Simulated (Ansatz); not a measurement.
The compound is MoBr2 (1T sheet).

The cell holds 3 atoms: 1 Mo and 2 Br. Its edges and angles: a = 3.298 Å, b = 3.298 Å, c = 30.253 Å, α = 90.0°, β = 90.0°, γ = 120.0°. Vacuum lies along c.

```
Mo Br
1.0
     0.00000    2.33236    2.33236
     2.33236   -2.33236    0.00000
    17.46662   17.46662  -17.46662
Mo Br
1 2
Direct
  0.00000 0.00000 0.31776
  0.33333 0.66667 0.37605
  0.66667 0.33333 0.25947
```

The structure was relaxed with PBEsol. The structure was generated from a model, not taken from a measurement. The runs that relaxed it are not among those shown. The program's search for lower electronic states was switched off, so nothing shows that the state found is the lowest. PAW set soft_2, made with PBE.

A constrained-RPA run (Ansatz 0.2.0; non-magnetic PBEsol; Mo t2g + anion p, bands v8 to c1, 6×6×1 mesh, medium accuracy) builds 9 functions on bands 9.1 eV wide, with 16.0 electrons in the window. The bare on-site interaction is 11.6 eV and the bare J 0.44 eV.

Q: What U and J survive the screening?

On the Mo t2g shell, U = 2.80 eV (24 % of the bare value), U′ = 2.17 eV, J = 0.29 eV.

The parent state is non-magnetic and the interaction static (zero frequency); U depends on the window and the orbitals, so it belongs to this model alone. A window that holds the anion p bands defines a model with explicit ligands; its U belongs to that model and is not the U of DFT+U.

[Paths, hosts, dates, memory and timing lines, banners, echoed tables and standing remarks are left out of the program output.]

[Logs are printed without paths, hosts, clocks, repeated set-up lines and the standing remarks that a program may print on its own settings, such as how far it seeks lower states.]

[Runs of the session that timed out or met a known fault of the program may be left out.]

[Hosts, paths, dates, database ids (printed as entryN), source tags and the programs' standing remarks are cut or masked in the printed files.]
